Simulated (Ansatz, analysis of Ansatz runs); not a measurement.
# Local vibrational mode of the B-H pair in alpha-quartz (HSE06)

Subject: B-H pair in alpha-quartz. Wanted: its local vibrational mode, in one set-up (HSE06, 36-site cell, PBE lattice, 420 eV, k: the zone centre alone). The model is a cell of 36 host atoms with B put on another atom's site and H put in between. The frequencies come from force constants among the defect atom and its neighbours, with the masses of the isotopes named. Exact exchange opens the gap, stiffens bonds and lessens the self-interaction error, at many times the cost.

What was measured. O-H stretch, 1H: 3595 cm⁻¹ at 300 K, by diffuse reflectance FTIR with peak fitting (“Structural evolution of water and hydroxyl groups during thermal, mechanical and chemical treatment of high purity natural quartz”, 2020, pmc:9055915). The calculation is set beside it at the end.

Calculated with Ansatz 0.2.0; plane-wave PAW DFT, HSE06; relaxation of all atoms of a defect supercell.

## 1. The structure

The cell holds 37 atoms: 11 Si, 24 O, 1 B and 1 H. Cell: a = 7.452 Å, b = 7.452 Å, c = 10.037 Å, α = 70.3°, β = 70.3°, γ = 71.4°. It derives from SiO2 (space group P3_221). Nearest the centre at fractional (0.451, 0.491, 0.504): H37 at 0.44 Å, B24 at 0.88 Å, O7 at 1.45 Å, O36 at 1.78 Å, O29 at 1.82 Å, O14 at 1.84 Å, Si1 at 2.71 Å, Si20 at 3.16 Å.

The host's primitive cell comes from a first run (plane-wave PAW DFT, PBE; relaxation of the host's cell and atoms): vectors of 5.018, 5.018 and 5.509 Å. That is 13.35 Å³ an atom, 6.1 % over the diffraction cell's volume. The supercell is built on it.

## 2. Relaxation, charge 0

Every later number rests on the structure around the defect, so the atoms are relaxed at the host's lattice first.

relax/input.yaml reads:

```yaml
relax:
  f_tol: 0.01
  max_steps: 80
  random_displacement: { amplitude: 0.02, seed: 659 }
crystal:
  lattice:
    - [-2.50916921, 4.34600856, 5.50897406]
    - [5.01833843, 0.0, 5.50897406]
    - [5.01833843, 8.69201713, 0.0]
  atoms:
    - { symbol: Si, position: [0.095148792, 0.571517875, 0.452425604] }
    - { symbol: Si, position: [0.595148792, 0.071517875, 0.202425604] }
    - { symbol: Si, position: [0.404851208, 0.928482125, 0.035758937] }
    - { symbol: Si, position: [0.904851208, 0.428482125, 0.285758937] }
    - { symbol: Si, position: [0.0, 0.0, 0.261815458] }
    - { symbol: Si, position: [0.5, 0.5, 0.011815458] }
    - { symbol: O, position: [0.290599066, 0.471047161, 0.462811132] }
    - { symbol: O, position: [0.817998507, 0.976285376, 0.219060751] }
    - { symbol: O, position: [0.437678714, 0.023271836, 0.360304077] }
    - { symbol: O, position: [0.937678714, 0.523271836, 0.110304077] }
    - { symbol: O, position: [0.435748604, 0.691868613, 0.074922259] }
    - { symbol: O, position: [0.935748604, 0.191868613, 0.324922259] }
    - { symbol: O, position: [0.182001493, 0.023714624, 0.116202693] }
    - { symbol: O, position: [0.682001493, 0.523714624, 0.366202693] }
    - { symbol: O, position: [0.062321286, 0.476728164, 0.340779352] }
    - { symbol: O, position: [0.562321286, 0.976728164, 0.090779352] }
    - { symbol: O, position: [0.064251396, 0.808131387, 0.388730867] }
    - { symbol: O, position: [0.564251396, 0.308131387, 0.138730867] }
    - { symbol: Si, position: [0.095148792, 0.571517875, 0.952425604] }
    - { symbol: Si, position: [0.595148792, 0.071517875, 0.702425604] }
    - { symbol: Si, position: [0.404851208, 0.928482125, 0.535758937] }
    - { symbol: Si, position: [0.904851208, 0.428482125, 0.785758937] }
    - { symbol: Si, position: [0.0, 0.0, 0.761815458] }
    - { symbol: B, position: [0.549316206, 0.509424313, 0.523063865] }
    - { symbol: O, position: [0.317998507, 0.476285376, 0.969060751] }
    - { symbol: O, position: [0.817998507, 0.976285376, 0.719060751] }
    - { symbol: O, position: [0.437678714, 0.023271836, 0.860304077] }
    - { symbol: O, position: [0.937678714, 0.523271836, 0.610304077] }
    - { symbol: O, position: [0.435748604, 0.691868613, 0.574922259] }
    - { symbol: O, position: [0.935748604, 0.191868613, 0.824922259] }
    - { symbol: O, position: [0.182001493, 0.023714624, 0.616202693] }
    - { symbol: O, position: [0.682001493, 0.523714624, 0.866202693] }
    - { symbol: O, position: [0.062321286, 0.476728164, 0.840779352] }
    - { symbol: O, position: [0.562321286, 0.976728164, 0.590779352] }
    - { symbol: O, position: [0.064251396, 0.808131387, 0.888730867] }
    - { symbol: O, position: [0.564251396, 0.308131387, 0.638730867] }
    - { symbol: H, position: [0.402489, 0.481476, 0.492812] }
basis:
  ecutwfc: 420
  xc_grid: 2
hamiltonian:
  xc: hse06
kpoints:
  mp_grid: { grid: [1, 1, 1] }
scf:
  occupations: { method: fermi_dirac, width: 0.01 }
  max_iter: 120
output:
  forces: true
checkpoint:
  write: "../relax.run"
  compress: false
  write_wavefunctions: true
  write_every: 100000
```

The run is started by

```
ansatz run input.yaml --threads 2 --pin off --max-ram 3768MiB --backend cpu --events-out ev --progress --plain --runs-dir out
```

Numbers of over 12 decimals in the logs are rounded to 6 here.

The log of the run:

```text
[... repeated set-up lines and file paths are left out, and long positions are rounded to six places ...]
exact exchange: scf.exx.singularity resolves to wigner_seitz, which cuts the screened interaction at the faces of the exchange supercell's Wigner-Seitz cell, so that each pair interacts once, at the shortest of its separations (the periodic images that this [...]
Engine: ansatz 0.2.0, aarch64-unknown-linux-gnu
Pseudopotentials: kind: paw
Pseudopotential: Si, paw, valence charge 4, recommended cutoff 420 eV (normal), Si.paw.azcp
Pseudopotential: O, paw, valence charge 6, recommended cutoff 420 eV (normal), O.paw.azcp
Pseudopotential: B, paw, valence charge 3, recommended cutoff 420 eV (normal), B.paw.azcp
Pseudopotential: H, paw, valence charge 1, recommended cutoff 420 eV (normal), H.paw.azcp
Functional definition: HSE06
  parameter a = 0.25
  parameter omega = 0.11/bohr
  exchange = pbe_x - a*pbe_x_sr(omega) + a*exact_x_sr(omega)
  correlation = pbe_c
Crystal: 37 atoms, lattice volume = 480.597 Å³
Basis set: ecut = 420 eV, 9403 PW (Γ), exchange–correlation on 100×100×144 points (8 copies of the dense FFT grid, shifted against one another)
Bands: 133, of which v1, the nominal top of the filled ones, is band 96 counted from 1 (95 counted from 0)
Symmetry: 1 space group operations
k-points: 1
Non-local potential: Si, projectors of the file, l = 0: 2, l = 1: 2, l = 2: 2
Non-local potential: O, projectors of the file, l = 0: 2, l = 1: 2, l = 2: 1
Non-local potential: B, projectors of the file, l = 0: 2, l = 1: 2, l = 2: 1
Non-local potential: H, projectors of the file, l = 0: 2, l = 1: 1
PAW form: soft (Blöchl's): semilocal exchange-correlation on the pseudo side does not see the compensation charge
PAW frozen core: Si, regenerated for the run's functional, and the local potential with it (the file was generated under x = pbe(κ = 0.804, μ = 0.219515), c = pbe(β = 0.066725))
PAW frozen core: O, regenerated for the run's functional, and the local potential with it (the file was generated under x = pbe(κ = 0.804, μ = 0.219515), c = pbe(β = 0.066725))
PAW frozen core: B, regenerated for the run's functional, and the local potential with it (the file was generated under x = pbe(κ = 0.804, μ = 0.219515), c = pbe(β = 0.066725))
PAW one-centre angular grid: Si, 110 points (default); XC on 64 Gauss nodes
PAW one-centre angular grid: O, 110 points (default); XC on 96 Gauss nodes
PAW one-centre angular grid: B, 110 points (default); XC on 64 Gauss nodes
PAW one-centre angular grid: H, 110 points (default); XC on 64 Gauss nodes
Initial density: superposition of atomic densities (neutral atoms: chi_scale 0, normalization atom), corrected by the library's trained network
Initial wavefunctions: pseudopotential atomic-orbital guess
Functional: x = pbe(κ = 0.804, μ = 0.219515), c = pbe(β = 0.066725), warm-up for x = pbe(κ = 0.804, μ = 0.219515) + 0.25 (exact − pbe) at short range (hse, ω = 0.207870 Å⁻¹), c = pbe(β = 0.066725); [...]
SCF iter   1: F=—  HF=-20818.852804 eV  |F-HF|=—  |Δ(HF+E_count)|=         —  Δρ=5.32e-3  dr2=1.69e-1  ethr=1.77e-3  ⟨swp⟩=13.0  Hψ=758  notcnv=0
preconditioner: auto → none  [insulator: Δε(μ)=4.037 eV  Ē_g=16.545 eV  σ=0.010 eV  W_gap=1.00  n_scr=102 (ndim 8)  ℏωp=23.5 eV  f_vac=0.153  D(μ)=0.00/eV (n_scr^D=0)]
SCF iter   2: F=—  HF=-20818.808578 eV  |F-HF|=—  |Δ(HF+E_count)|=   4.42e-2  Δρ=3.74e-3  dr2=3.66e-2  ethr=8.80e-5  ⟨swp⟩=7.0  Hψ=452  notcnv=0
SCF iter   3: F=—  HF=-20818.801483 eV  |F-HF|=—  |Δ(HF+E_count)|=   7.09e-3  Δρ=1.42e-3  dr2=4.62e-3  ethr=1.90e-5  ⟨swp⟩=6.0  Hψ=378  notcnv=0
SCF iter   4: F=—  HF=-20818.802106 eV  |F-HF|=—  |Δ(HF+E_count)|=   6.22e-4  Δρ=7.69e-4  dr2=2.43e-3  ethr=2.41e-6  ⟨swp⟩=6.0  Hψ=384  notcnv=0
iter 5 solved again at ethr=3.44e-8 eV; its pass at ethr=1.27e-6 eV (dr2=6.61e-5 eV) is discarded
SCF iter   5: F=—  HF=-20818.802438 eV  |F-HF|=—  |Δ(HF+E_count)|=   3.33e-4  Δρ=1.77e-4  dr2=6.68e-5  ethr=3.44e-8  ⟨swp⟩=2.0  Hψ=560  notcnv=0
SCF iter   6: F=—  HF=-20818.802456 eV  |F-HF|=—  |Δ(HF+E_count)|=   1.80e-5  Δρ=6.76e-5  dr2=9.08e-6  ethr=3.44e-8  ⟨swp⟩=3.0  Hψ=250  notcnv=0
SCF iter   7: F=—  HF=-20818.802461 eV  |F-HF|=—  |Δ(HF+E_count)|=   4.58e-6  Δρ=2.07e-5  dr2=1.04e-6  ethr=4.73e-9  ⟨swp⟩=3.0  Hψ=285  notcnv=0
SCF iter   8: F=—  HF=-20818.802461 eV  |F-HF|=—  |Δ(HF+E_count)|=   3.72e-7  Δρ=6.78e-6  dr2=1.24e-7  ethr=5.43e-10  ⟨swp⟩=3.0  Hψ=281  notcnv=0
SCF iter   9: F=-20818.802461 eV  HF=-20818.802461 eV  |F-HF|=7.73e-9  |Δ(HF+E_count)|=   2.54e-8  Δρ=2.94e-6  dr2=2.48e-8  ethr=6.44e-11  ⟨swp⟩=3.0  Hψ=287  notcnv=0
SCF 1 converged in 9 iterations: F = -20818.802461 eV  dr2 = 2.48e-8
  greatest PAW one-centre occupation: 0.876 electrons in one spin orbital (limit 2), on the O atom at site 6 (counted from 0), in its partial waves of l = 0
Initial density: handed on by an earlier stage of this run
Initial wavefunctions: those handed on with the density
Functional: x = pbe(κ = 0.804, μ = 0.219515) + 0.25 (exact − pbe) at short range (hse, ω = 0.207870 Å⁻¹), c = pbe(β = 0.066725); HSE06 as pw.x's `hse` composes it (authors' and Libxc's form: `xc: wpbeh`)
Exchange kernel: α = 0.2500, screened, ω = 0.2079 Å⁻¹, Wigner–Seitz truncation, v(0) = 764.3003 eV·Å³, q-mesh 1×1×1, nearest image of the exchange supercell L = 7.45 Å, pair-density grid 36×36×45, without the augmentation charges, whose exchange is taken in [...]
Frozen-core exchange: fock
iter 1 solved again at ethr=8.06e-5 eV; its pass at ethr=1.00e-1 eV (dr2=1.55e-1 eV) is discarded
SCF iter   1: F=—  HF=-20821.908484 eV  |F-HF|=—  |Δ(HF+E_count)|=         —  Δρ=7.30e-3  dr2=2.19e-1  ethr=8.06e-5  ⟨swp⟩=6.0  Hψ=727  notcnv=0
SCF iter   2: F=—  HF=-20821.838487 eV  |F-HF|=—  |Δ(HF+E_count)|=   7.00e-2  Δρ=4.08e-3  dr2=3.47e-2  ethr=8.06e-5  ⟨swp⟩=4.0  Hψ=340  notcnv=0
SCF iter   3: F=—  HF=-20821.897087 eV  |F-HF|=—  |Δ(HF+E_count)|=   5.86e-2  Δρ=1.97e-3  dr2=1.34e-2  ethr=1.48e-5  ⟨swp⟩=6.0  Hψ=413  notcnv=0
SCF iter   4: F=—  HF=-20821.892651 eV  |F-HF|=—  |Δ(HF+E_count)|=   4.44e-3  Δρ=3.87e-4  dr2=8.05e-4  ethr=6.79e-6  ⟨swp⟩=3.0  Hψ=278  notcnv=0
SCF iter   5: F=—  HF=-20821.893935 eV  |F-HF|=—  |Δ(HF+E_count)|=   1.28e-3  Δρ=3.65e-4  dr2=6.15e-4  ethr=2.88e-7  ⟨swp⟩=6.0  Hψ=397  notcnv=0
SCF iter   6: F=—  HF=-20821.893805 eV  |F-HF|=—  |Δ(HF+E_count)|=   1.30e-4  Δρ=1.75e-4  dr2=1.65e-4  ethr=2.88e-7  ⟨swp⟩=4.0  Hψ=302  notcnv=0
SCF iter   7: F=-20821.893761 eV  HF=-20821.893767 eV  |F-HF|=5.83e-6  |Δ(HF+E_count)|=   3.86e-5  Δρ=3.66e-5  dr2=6.91e-6  ethr=6.82e-8  ⟨swp⟩=4.0  Hψ=247  notcnv=0
SCF 2 stopped early in 7 iterations: F = -20821.893761 eV  dr2 = 6.91e-6
[...]
SCF iter   4: F=—  HF=-20826.611786 eV  |F-HF|=—  |Δ(HF+E_count)|=   1.46e-8  Δρ=7.56e-7  dr2=2.19e-9  ethr=2.40e-11  ⟨swp⟩=3.0  Hψ=295  notcnv=0
SCF iter   5: F=-20826.611786 eV  HF=-20826.611786 eV  |F-HF|=2.91e-10  |Δ(HF+E_count)|=   6.41e-9  Δρ=4.05e-7  dr2=4.86e-10  ethr=1.46e-12 (applied; sched 1.00e-12)  ⟨swp⟩=3.0  Hψ=322  notcnv=0
SCF 41 converged in 5 iterations: F = -20826.611786 eV  dr2 = 4.86e-10
  Residual-converged pass: ⟨swp⟩=3.0  Hψ=299  notcnv=0  max |occ|·‖R‖ = 2.6e-7 eV (tolerance 4.5e-7 eV)  dr2=4.99e-10  dr2_onsite=2.74e-11  max |Δocc| = 0.0e0
hybrid outer 2: dexx = +6.815e-7 eV, tail = 5.47e-9 eV, Δε = 1.51e-4 eV (about 2.27e-6 eV left of the loop's levels), ΔF = 3.56e-2 eV/Å (tail 2.57e-3)
SCF iter   1: F=—  HF=-20826.611786 eV  |F-HF|=—  |Δ(HF+E_count)|=         —  Δρ=8.21e-7  dr2=1.22e-9  ethr=1.42e-11  ⟨swp⟩=10.0  Hψ=476  notcnv=0
SCF iter   2: F=-20826.611786 eV  HF=-20826.611786 eV  |F-HF|=0.00e0  |Δ(HF+E_count)|=  4.69e-10  Δρ=1.51e-7  dr2=4.47e-11  ethr=1.07e-12 (applied; sched 1.00e-12)  ⟨swp⟩=3.0  Hψ=235  notcnv=0
SCF 42 converged in 2 iterations: F = -20826.611786 eV  dr2 = 4.47e-11
  Residual-converged pass: ⟨swp⟩=3.0  Hψ=301  notcnv=0  max |occ|·‖R‖ = 2.8e-7 eV (tolerance 4.5e-7 eV)  dr2=4.59e-11  dr2_onsite=2.13e-12  max |Δocc| = 0.0e0
hybrid outer 3: dexx = +9.959e-11 eV, tail = 9.45e-11 eV, Δε = 3.24e-6 eV (about 5.10e-7 eV left of the loop's levels), ΔF = 5.83e-4 eV/Å (tail 2.78e-4)
relax step  18: F+E_penalty+E_count = -20826.61178610 eV  Δ(F+E_penalty+E_count) = -3.656e-5 eV  max|allowed force component| = 5.964e-3 eV/Å  Δτ_max = 0.0135 Å  (13 SCF iters, accepted)
hybrid SCF converged: 3 outer / 13 inner (+0 warm-up), last move |dexx| = 9.96e-11 eV, tail = 9.45e-11 eV
Stability not checked: this state was not tested for a lower state beside it, because the functional holds exact exchange (a hybrid, or Hartree-Fock), whose exchange loop this test does not read (fock_operator; see scf.lower_state_search)
Free energy (F): -20826.611786 eV
Harris-Foulkes:  -20826.611786 eV  (|F-HF|=0.00e0)
Internal energy: -20826.611786 eV  (E = F + TS)
E sigma→0 (E₀):  -20826.611786 eV
Fermi energy:    4.311229 eV
--- Per-component energies (eV) ---
  E_band       = -1311.647578
  E_kinetic    = 4869.860941
  E_local      = -12571.481391  (includes V_loc(G=0)·N_el)
  E_nonlocal   = 1398.281689
  E_hartree    = 4562.187714
  E_xc         = -1956.881318
  E_vxc        = -2268.538722  (∫ρ·V_xc dr)
  E_exx        = -553.667712  (= α·E_x^exact, valence–valence)
  E_paw        = -9471.224780  (= ΣΔE_a)
  E_vpaw       = -756.870958  (= ΣTr[D̂ρ^β])
  E_aug_tail   = 0.060859  (compensation charges beyond the density's cutoff)
  E_ewald      = -7102.445115
  E_core_change = -1.302673  (= ΣΔE_core)
  E_smearing   = -0.000000  (= −TS)
  E_closure    = 0.000001  (closes the sum)
  Σ components = -20826.611786   (vs F -20826.611786, Δ=-3.64e-12)
--- Forces (eV/Å), atoms counted from 1 ---
  atom   1  Si     0.00210244    -0.00502395    -0.00435430
  atom   2  Si    -0.00069906    -0.00056865    -0.00174911
  atom   3  Si     0.00239349     0.00138973     0.00293992
  atom   4  Si    -0.00464169    -0.00003990     0.00596469
  atom   5  Si     0.00099873    -0.00297841    -0.00118507
  atom   6  Si    -0.00240799    -0.00082621    -0.00285408
  atom   7  O     -0.00213009     0.00374222     0.00273965
  atom   8  O      0.00024086     0.00085026     0.00059769
  atom   9  O      0.00072124     0.00248329    -0.00192065
  atom  10  O      0.00403838    -0.00493780    -0.00147980
  atom  11  O     -0.00062887    -0.00125669     0.00038733
  atom  12  O     -0.00040817     0.00053198    -0.00238932
  atom  13  O     -0.00116685     0.00191224    -0.00229876
  atom  14  O     -0.00072598     0.00141770     0.00338664
  atom  15  O      0.00325945    -0.00040590    -0.00428275
  atom  16  O     -0.00259473    -0.00162302    -0.00038408
  atom  17  O      0.00077484     0.00299082     0.00262029
  atom  18  O     -0.00035865     0.00082748     0.00291543
  atom  19  Si     0.00054795     0.00434166    -0.00328170
  atom  20  Si     0.00071840     0.00200495    -0.00050578
  atom  21  Si    -0.00225201    -0.00129360     0.00197730
  atom  22  Si     0.00122837    -0.00297708    -0.00139985
  atom  23  Si     0.00239910    -0.00164384     0.00043176
  atom  24  B     -0.00275079     0.00044441    -0.00347323
  atom  25  O      0.00000917    -0.00173133     0.00379881
  atom  26  O     -0.00112118     0.00221105     0.00222058
  atom  27  O      0.00267801    -0.00262575    -0.00162151
  atom  28  O     -0.00177064     0.00143930     0.00197391
  atom  29  O      0.00282923    -0.00094230     0.00016934
  atom  30  O      0.00092423     0.00091251     0.00052842
  atom  31  O     -0.00264109     0.00200550     0.00012814
  atom  32  O      0.00045767     0.00196245    -0.00071288
  atom  33  O     -0.00193538    -0.00041267     0.00091359
  atom  34  O      0.00170173    -0.00074378     0.00067915
  atom  35  O     -0.00008175    -0.00021380     0.00041860
  atom  36  O      0.00031248    -0.00144122     0.00022057
  atom  37  H      0.00002066     0.00020191    -0.00109720
  max |Σ_I F_I| component: 4.15e-5 eV/Å
--- Band table (eV) ---
  k-point 0: bands = ["-20.4356", "-19.9601", "-19.9033", "-19.8783", [... 112 left out ...] "12.7870", "12.8101", "12.9615", "13.0356"]
  guard bands above this table: 13 of the run's 133 bands. The solve was not asked for them (output.publish_guard_bands: true or output.eigenvalues: true publishes all)
--- Relaxed structure (18 steps of the walk, 18 accepted, 0 SCFs on fresh bases) ---
  F+E_penalty+E_count = -20826.61178610 eV   max|allowed force component| = 5.964e-3 eV/Å
  atoms:
    - { symbol: Si, position: [0.079384, 0.577769, 0.454189] }
    - { symbol: Si, position: [0.590600, 0.073487, 0.200528] }
    - { symbol: Si, position: [0.412372, 0.932123, 0.025084] }
    - { symbol: Si, position: [0.910039, 0.423629, 0.289124] }
    - { symbol: Si, position: [0.003572, 0.002610, 0.249450] }
    - { symbol: Si, position: [0.488231, 0.495731, 0.008652] }
    - { symbol: O, position: [0.290296, 0.476228, 0.490069] }
    - { symbol: O, position: [0.817492, 0.999164, 0.203835] }
    - { symbol: O, position: [0.453876, 0.005656, 0.362303] }
    - { symbol: O, position: [0.926752, 0.530722, 0.117417] }
    - { symbol: O, position: [0.450625, 0.698847, 0.048756] }
    - { symbol: O, position: [0.950547, 0.191224, 0.311918] }
    - { symbol: O, position: [0.187690, 0.013845, 0.106807] }
    - { symbol: O, position: [0.698094, 0.509256, 0.386627] }
    - { symbol: O, position: [0.067636, 0.469549, 0.343526] }
    - { symbol: O, position: [0.558947, 0.975688, 0.091495] }
    - { symbol: O, position: [0.055271, 0.808595, 0.376685] }
    - { symbol: O, position: [0.535104, 0.310299, 0.143265] }
    - { symbol: Si, position: [0.075474, 0.579753, 0.956888] }
    - { symbol: Si, position: [0.603812, 0.091517, 0.693006] }
    - { symbol: Si, position: [0.431567, 0.908346, 0.534959] }
    - { symbol: Si, position: [0.898452, 0.428319, 0.781150] }
    - { symbol: Si, position: [0.012448, -0.005664, 0.752508] }
    - { symbol: B, position: [0.590958, 0.502310, 0.527726] }
    - { symbol: O, position: [0.297831, 0.487218, 0.970322] }
    - { symbol: O, position: [0.825148, 0.993030, 0.707097] }
    - { symbol: O, position: [0.451491, 0.044077, 0.852694] }
    - { symbol: O, position: [0.915528, 0.544901, 0.610222] }
    - { symbol: O, position: [0.495875, 0.671622, 0.570697] }
    - { symbol: O, position: [0.974648, 0.196640, 0.793755] }
    - { symbol: O, position: [0.203870, -0.029998, 0.618468] }
    - { symbol: O, position: [0.672865, 0.482846, 0.867724] }
    - { symbol: O, position: [0.035894, 0.489511, 0.846014] }
    - { symbol: O, position: [0.561823, 0.994052, 0.588649] }
    - { symbol: O, position: [0.043123, 0.814253, 0.893808] }
    - { symbol: O, position: [0.577921, 0.326907, 0.631937] }
    - { symbol: H, position: [0.287392, 0.444934, 0.591486] }
```

The job ended after 7.9 min (2 threads of Arm Neoverse V1, shared host; peak memory 0.82 GiB).

(Part 1 of 2 ends here.)

[Logs are printed without paths, hosts, clocks, repeated set-up lines and the standing remarks that a program may print on its own settings, such as how far it seeks lower states.]

[Hosts, paths, dates, database ids (printed as entryN), source tags and the programs' standing remarks are cut or masked in the printed files.]

[For some hosts the program warned that the k-mesh of the response run may be too coarse for force constants and the static dielectric constant; such warnings are not shown here.]
